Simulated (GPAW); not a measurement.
# O K-edge XANES of SnO2 (R-3m), part 3 of 3

Aim: the near-edge shape at the O K edge of SnO2 (R-3m), and what the core hole does to it.

GPAW 26.7.0; X-ray absorption from dipole matrix elements to empty bands, plane-wave PAW LDA.

So far. Step 5 (Spectrum with FCH, O atom 2): The hole costs E(hole) − E(ground) = 528.86 eV, and the lowest empty level of the hole cell on the spectrum's mesh lies at 4.50 eV, which puts the zero at 533.36 eV. One term is added: -8.83 eV, since the hole is spin-paired here and a spin-polarised one costs that much less in the free atom (computed apart). The photon energy is then 524.53 eV.

## Step 8: Spectrum with FCH, O atom 2

A smaller cell brings the holes closer; here they are 3.2 Å apart.

Changed against the first core-hole run: supercell atoms from 21 to 3; the field's mesh follows (3×3×3 to 6×6×6).

xas.py reads:

```python
import numpy as np
from ase import Atoms
from ase.parallel import parprint, paropen
from gpaw import GPAW, PW, FermiDirac, Mixer, MixerDif, setup_paths
from gpaw.test import gen
setup_paths.insert(0, '.')
gen('O', name='fch1s', xcname='LDA', corehole=(1, 0, 1), write_xml=True)
from gpaw.mpi import world
world.barrier()

atoms = Atoms('SnO2',
    cell=[[-3.23418615, 0, 0],
     [1.61709308, -2.80088737, 0],
     [1.61709308, 0.93362912, 4.80059258]],
    scaled_positions=[[0, 0.5, 0.5],
     [0.52566, 0.76283, 0.28849],
     [0.47434, 0.23717, 0.71151]],
    pbc=True)
atoms.calc = calc = GPAW(legacy_gpaw=True, mode=PW(500), xc='LDA', setups={1: 'fch1s'},
    kpts={'size': (6, 6, 6), 'gamma': True}, occupations=FermiDirac(0.02),
    charge=0, mixer=Mixer(0.1, 5, 50), maxiter=150,
    convergence={'density': 0.0001}, txt='scf.txt')
energy = atoms.get_potential_energy() + calc.get_reference_energy()
ef = calc.get_fermi_level()
out = dict(energy=energy, fermi=ef, forces=atoms.get_forces().tolist())
parprint(f'all-electron energy {energy:.4f} eV, Fermi level {ef:.4f} eV')
ev = np.array([[calc.get_eigenvalues(k, s) for k in range(len(calc.get_ibz_k_points()))] for s in range(calc.get_number_of_spins())])
out['homo'], out['lumo'], out['counts'] = ev[ev < ef].max(), ev[ev > ef].min(), sorted(set((ev < ef).sum((0, 2)).tolist()))
out['filled'] = (ev[:, 0] < ef).sum(1).tolist()

from ase.units import Ha
from gpaw.xas import dipole_matrix_elements
nb = int(calc.get_number_of_electrons() / 2) + 29
top = nb
nscf = calc.fixed_density(kpts={'size': (8, 8, 8), 'gamma': True},
    convergence={'eigenstates': 1.0}, txt='nscf.txt')
nscf.diagonalize_full_hamiltonian(nbands=nb)
cell = atoms.cell.array
ops = [cell.T @ U.T @ np.linalg.inv(cell.T) for U in nscf.wfs.kd.symmetry.op_scc]
filled = [13]  # bands filled in the ground state, by spin
E = np.arange(-6, 34, 0.1)
fwhm = np.interp(E, [4, 25], [0.9, 3.5])
Y, X, zero, highest = 0, 0, 1e9, 1e9
for spin in range(nscf.get_number_of_spins()):
    wfs = nscf.wfs
    A = dipole_matrix_elements(wfs.setups[1])
    eps = np.zeros((wfs.kd.nibzkpts, nb))
    d = np.zeros((3, A.shape[1], wfs.kd.nibzkpts, nb), complex)
    for kpt in wfs.kpt_u:
        if kpt.s == spin and 1 in kpt.P_ani:
            eps[kpt.k] = kpt.eps_n * Ha
            d[:, :, kpt.k] = (kpt.weight * wfs.nspins / 2) ** 0.5 * np.inner(A, kpt.P_ani[1])
    world.sum(eps)
    world.sum(d)
    T = np.einsum('amkn,bmkn->abkn', d, d.conj()).real
    T = sum(np.einsum('ai,ijkn,bj->abkn', R, T, R) for R in ops) / len(ops)
    empty = np.ones_like(eps, bool) & (np.arange(nb) >= filled[spin])
    zero, highest = min(zero, eps[empty].min()), min(highest, eps[:, top - 1].min())
    lines = [(eps, T, empty)] if spin == 0 else lines + [(eps, T, empty)]
for eps, T, empty in lines:
    f = np.einsum('aakn->akn', T).reshape(3, -1)
    x = eps.ravel() - zero
    w = np.interp(x, E, fwhm) / 2.35482
    g = np.exp(-0.5 * ((E[:, None] - x) / w) ** 2) / (w * (2 * np.pi) ** 0.5)
    Y = Y + (f * empty.ravel()) @ g.T
    X = X + (f * ~empty.ravel()) @ g.T
out.update(E=E.round(2).tolist(), xas=Y.tolist(), xes=X.tolist(), zero=zero, valid=highest - zero, nk=len(eps), nb=nb)
for i in range(0, len(E), 10):
    parprint(f'{E[i]:7.2f}', *(f'{v:10.3e}' for v in Y[:, i]))
import json
with paropen('out.json', 'w') as f:
    json.dump(out, f)
```

The run is started by

```
$ OMP_NUM_THREADS=1 mpirun -n 4 gpaw python xas.py
```

Numbers of over 12 decimals in the logs are rounded to 6 here.

The program printed:

```text
Input parameters:
  convergence: {density: 0.0001}
  kpts: {gamma: True,
         size: (6, 6, 6)}
  maxiter: 150
  mixer: {backend: pulay,
          beta: 0.1,
          method: separate,
          nmaxold: 5,
          weight: 50}
  mode: {ecut: 500.0,
         name: pw}
  occupations: {fixmagmom: False,
                name: fermi-dirac,
                width: 0.02}
  setups: {1: fch1s}

Initialize ...

[...]
*p    :    -0.067100
*d    :     0.000000
--------------------------------

Diagonalizing with gridspacing h=0.050

state   all-electron     PAW
-------------------------------
2s:      -1.594915    -1.596334
2p:      -1.067100    -1.073375
*d:                   -0.060686
*f:                   -0.013559
-------------------------------
all-electron energy -171412.9316 eV, Fermi level 2.9552 eV
[...]
32.00  4.518e-05  4.519e-05  6.892e-05
  33.00  4.852e-05  4.853e-05  6.121e-05
[key lines of the parts left out:]
Converged after 18 iterations.
Dipole moment: (-0.179257, 0.058458, -0.195822) |e|*Ang
Free energy:    -42.195422
Fermi level: 2.95519
```

The job ended after 3.9 min (4 MPI ranks of Arm Neoverse V2, shared host; peak memory 0.38 GiB).

These settings depart from the first run's and aren't meant as converged.

The scaled spectrum changes by 27 % r.m.s. The highest intensity below 16 eV goes from 2.5 eV (3.36) to 2.5 eV (4.17).

```tsv
E (eV)	first run	this run
-2.0	0.00	0.00
-0.5	0.00	0.00
1.0	0.32	0.46
2.5	3.36	4.17
4.0	0.71	0.06
5.5	0.90	0.72
7.0	2.34	1.66
8.5	1.68	1.82
10.0	1.65	1.77
11.5	0.45	0.98
13.0	0.19	0.35
14.5	0.32	0.24
16.0	0.63	0.45
17.5	0.70	0.67
19.0	0.64	0.72
20.5	0.69	0.71
22.0	0.89	0.82
23.5	1.10	0.98
25.0	1.33	1.14
26.5	1.40	1.29
28.0	1.21	1.21
29.5	0.98	1.01
31.0	0.86	0.91
```

## Step 9: Spectrum with FCH, O atom 2

Another set-up is tried: mixing parameter to 0.9 and limit of SCF steps to 50.

xas.py: that of step 8 with these lines changed.

```diff
@@ -10,13 +10,31 @@
 
-atoms = Atoms('SnO2',
-    cell=[[-3.23418615, 0, 0],
-     [1.61709308, -2.80088737, 0],
-     [1.61709308, 0.93362912, 4.80059258]],
-    scaled_positions=[[0, 0.5, 0.5],
-     [0.52566, 0.76283, 0.28849],
-     [0.47434, 0.23717, 0.71151]],
+atoms = Atoms('Sn7O14',
+    cell=[[4.85127923, -0.93362912, -4.80059258],
+     [-3.23418615, -3.73451649, -4.80059258],
+     [-1.61709308, 4.66814561, -4.80059258]],
+    scaled_positions=[[0.5, 0.5, 0.5],
+     [0.64285714, 0.07142857, 0.78571429],
+     [0.07142857, 0.78571429, 0.64285714],
+     [0.78571429, 0.64285714, 0.07142857],
+     [0.21428571, 0.35714286, 0.92857143],
+     [0.92857143, 0.21428571, 0.35714286],
+     [0.35714286, 0.92857143, 0.21428571],
+     [0.23717, 0.23717, 0.23717],
+     [0.38002714, 0.80859857, 0.52288429],
+     [0.80859857, 0.52288429, 0.38002714],
+     [0.52288429, 0.38002714, 0.80859857],
+     [0.95145571, 0.09431286, 0.66574143],
+     [0.66574143, 0.95145571, 0.09431286],
+     [0.09431286, 0.66574143, 0.95145571],
+     [0.76283, 0.76283, 0.76283],
+     [0.90568714, 0.33425857, 0.04854429],
+     [0.33425857, 0.04854429, 0.90568714],
+     [0.04854429, 0.90568714, 0.33425857],
+     [0.47711571, 0.61997286, 0.19140143],
+     [0.19140143, 0.47711571, 0.61997286],
+     [0.61997286, 0.19140143, 0.47711571]],
     pbc=True)
-atoms.calc = calc = GPAW(legacy_gpaw=True, mode=PW(500), xc='LDA', setups={1: 'fch1s'},
-    kpts={'size': (6, 6, 6), 'gamma': True}, occupations=FermiDirac(0.02),
-    charge=0, mixer=Mixer(0.1, 5, 50), maxiter=150,
+atoms.calc = calc = GPAW(legacy_gpaw=True, mode=PW(500), xc='LDA', setups={7: 'fch1s'},
+    kpts={'size': (3, 3, 3), 'gamma': True}, occupations=FermiDirac(0.02),
+    charge=0, mixer=Mixer(0.9, 5, 50), maxiter=50,
     convergence={'density': 0.0001}, txt='scf.txt')
@@ -32,10 +50,9 @@
 from gpaw.xas import dipole_matrix_elements
-nb = int(calc.get_number_of_electrons() / 2) + 29
-top = nb
-nscf = calc.fixed_density(kpts={'size': (8, 8, 8), 'gamma': True},
-    convergence={'eigenstates': 1.0}, txt='nscf.txt')
-nscf.diagonalize_full_hamiltonian(nbands=nb)
+nb = int(calc.get_number_of_electrons() / 2) + 183
+top, nb = nb, nb + 8 + nb // 12
+nscf = calc.fixed_density(kpts={'size': (2, 2, 2), 'gamma': True}, nbands=nb,
+    convergence={'bands': top, 'eigenstates': 1e-5}, maxiter=60, txt='nscf.txt')
 cell = atoms.cell.array
 ops = [cell.T @ U.T @ np.linalg.inv(cell.T) for U in nscf.wfs.kd.symmetry.op_scc]
-filled = [13]  # bands filled in the ground state, by spin
+filled = [91]  # bands filled in the ground state, by spin
 E = np.arange(-6, 34, 0.1)
@@ -45,3 +62,3 @@
     wfs = nscf.wfs
-    A = dipole_matrix_elements(wfs.setups[1])
+    A = dipole_matrix_elements(wfs.setups[7])
     eps = np.zeros((wfs.kd.nibzkpts, nb))
@@ -49,5 +66,5 @@
     for kpt in wfs.kpt_u:
-        if kpt.s == spin and 1 in kpt.P_ani:
+        if kpt.s == spin and 7 in kpt.P_ani:
             eps[kpt.k] = kpt.eps_n * Ha
-            d[:, :, kpt.k] = (kpt.weight * wfs.nspins / 2) ** 0.5 * np.inner(A, kpt.P_ani[1])
+            d[:, :, kpt.k] = (kpt.weight * wfs.nspins / 2) ** 0.5 * np.inner(A, kpt.P_ani[7])
     world.sum(eps)
```

The program printed:

```text
Input parameters:
  convergence: {density: 0.0001}
  kpts: {gamma: True,
         size: (3, 3, 3)}
  maxiter: 50
  mixer: {backend: pulay,
          beta: 0.9,
          method: separate,
          nmaxold: 5,
          weight: 50}
  mode: {ecut: 500.0,
         name: pw}
  occupations: {fixmagmom: False,
                name: fermi-dirac,
                width: 0.02}
  setups: {7: fch1s}

Initialize ...

[...]
*p    :    -0.067100
*d    :     0.000000
--------------------------------

Diagonalizing with gridspacing h=0.050

state   all-electron     PAW
-------------------------------
2s:      -1.594915    -1.596334
2p:      -1.067100    -1.073375
*d:                   -0.060686
*f:                   -0.013559
-------------------------------
all-electron energy -1203063.4444 eV, Fermi level 3.9514 eV
[...]
32.00  4.197e-05  4.197e-05  6.546e-05
  33.00  4.845e-05  4.845e-05  5.659e-05
[key lines of the parts left out:]
Converged after 20 iterations.
Dipole moment: (-0.000000, 0.000000, 0.919776) |e|*Ang
Free energy:   -164.290493
Fermi level: 3.95137
```

Run time: 4.7 min. Hardware: 4 MPI ranks; peak memory 0.66 GiB; 19 min of CPU time.

The risk here was that the mixing parameter is far too large, yet the run reaches the same energy as before to within 5 meV: the setting changed the path, not the result.

This run also has another mesh (2×2×2 against 3×3×3), so the 7 % r.m.s. difference can't be laid on the changed setting alone. The highest intensity below 16 eV goes from 2.5 eV (3.36) to 2.7 eV (3.27).

## Step 10: With and without the hole

Both curves are counted from their own zero, so only the shift of weight within the empty states shows.

```tsv
E (eV)	no hole	FCH
-2.0	0.00	0.00
-1.0	0.00	0.00
0.0	0.02	0.01
1.0	0.27	0.32
2.0	0.63	2.03
3.0	2.33	2.47
4.0	1.69	0.71
5.0	0.47	0.56
6.0	0.70	1.19
7.0	1.45	2.34
8.0	2.06	1.95
9.0	2.11	1.76
10.0	2.62	1.65
11.0	1.53	0.73
12.0	0.54	0.30
13.0	0.25	0.19
14.0	0.24	0.24
15.0	0.38	0.42
16.0	0.54	0.63
17.0	0.61	0.70
18.0	0.59	0.68
19.0	0.53	0.64
20.0	0.50	0.66
21.0	0.52	0.75
22.0	0.58	0.89
23.0	0.66	1.03
24.0	0.77	1.17
25.0	0.92	1.33
26.0	1.07	1.41
27.0	1.15	1.36
28.0	1.10	1.21
29.0	0.98	1.04
30.0	0.86	0.92
31.0	0.78	0.86
32.0	0.76	0.85
```

With each curve scaled to its own mean, the area from −2 to 6 eV with the hole is 6.7 against 5.9, and the centre of weight from −1 to 20 eV moves by -0.4 eV (first and strongest maxima below 20 eV: 3.4 eV (2.88), 7.8 eV (2.10) and 9.8 eV (2.64) without the hole, 2.5 eV (3.36), 7.2 eV (2.42) and 9.5 eV (1.87) with it); the shape changes all the same, by 48 % r.m.s.

## Step 11: Results

* absorber and edge: O K, atom 2 of the ground-state input (counted from 1)
* surroundings: 3 Sn at 2.13 Å (pyramidal, site symmetry 3m)
* highest intensity below 16 eV: 2.5 eV above the zero, height 3.36
* photon energy of the zero, with the added terms: 524.5 eV (raw 533.4 eV; LDA puts this hole about 4 eV below PBE, itself good to a few eV)

In words: The O K edge of atom 2, with 3 Sn at 2.13 Å (pyramidal, site symmetry 3m), has its highest intensity of the first 16 eV at 2.5 eV above the zero, near 527 eV in photon energy (LDA puts this hole about 4 eV below PBE, itself good to a few eV), 3.4 times the mean level of the first 20 eV (Gaussian full width 0.9 eV up to 4 eV, rising linearly to 3.5 eV at 25 eV). With each curve scaled to its own mean, the area from −2 to 6 eV with the hole is 6.7 against 5.9, and the centre of weight from −1 to 20 eV moves by -0.4 eV (first and strongest maxima below 20 eV: 3.4 eV (2.88), 7.8 eV (2.10) and 9.8 eV (2.64) without the hole, 2.5 eV (3.36), 7.2 eV (2.42) and 9.5 eV (1.87) with it); the shape changes all the same, by 48 % r.m.s. Changing the core hole from full to half alters the shape by 26 % r.m.s., so the choice matters here. A cell with holes 3.2 Å apart changes the curve by 27 % r.m.s. (27 % after the best shift). At the O K edge of atom 2 polarisation matters most near 2.6 eV, where the curves differ by 4.2 on this scale. The mesh is coarse (0.32 Å⁻¹ between points), so small maxima may be mesh ripples. The structure is a computed Materials Project entry and may be a hypothetical form.

[Banner, clock and machine lines of the logs are left out without a mark of their own.]

[Logs are printed without paths, hosts, clocks, repeated set-up lines and the standing remarks that a program may print on its own settings, such as how far it seeks lower states.]

[Hosts, paths, dates, database ids (printed as entryN), source tags and the programs' standing remarks are cut or masked in the printed files.]

[Lists of maxima count a maximum above −3 eV only where it reaches 4 % of the highest in the window and stands out from its surroundings by 2 % of it (1.5 % where it reaches 55 %); shoulders and weaker maxima are passed over, and of the rest the first, up to two pre-edge ones and the few strongest are named.]
